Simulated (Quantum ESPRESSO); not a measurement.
# Voltage at the next charge: Mg(0001), 4 layers, one monolayer of Li on fcc sites against an electrode

How the rows were computed: Quantum ESPRESSO 7.5, PBE, GBRV ultrasoft; ESM with bc3, a metal electrode 5.78 Å above the top atoms; cell area 8.924 Å²; ions fixed. V is the potential energy of an electron at the electrode over the slab's Fermi level, divided by e, so that it equals the work function at zero charge; positive charge removes electrons.

```
charge (e a cell)  V (V)
                0  3.461
           0.0134  4.453
           0.0268  5.477
```

One more run was made and is withheld. What is V at a charge of 0.0535 e, and what capacitance do the rows imply?

**Worked estimate.** The last two rows give dV/dq = (5.477 − 4.453)/(0.0268 − 0.0134) = 76.4 V/e, so C = 1602/(8.924 × 76.4) = 2.35 µF/cm², an effective gap of 8.854/2.35 = 3.77 Å. At constant C, V = 5.477 + 76.4 × 0.0267 = 7.52 V.

What the calculation gave: V = 7.595 V; the estimate misses by −0.08 V, 3.7 % of the step. Over the three intervals C goes 2.43, 2.35 and 2.26 µF/cm²: it falls as electrons leave, the surface charge drawing back towards the atoms.

**Limits.** Vacuum fills the gap; a dielectric or electrolyte would change C. The slab is thin.

[Logs are printed without paths, hosts, clocks, repeated set-up lines and the standing remarks that a program may print on its own settings, such as how far it seeks lower states.]
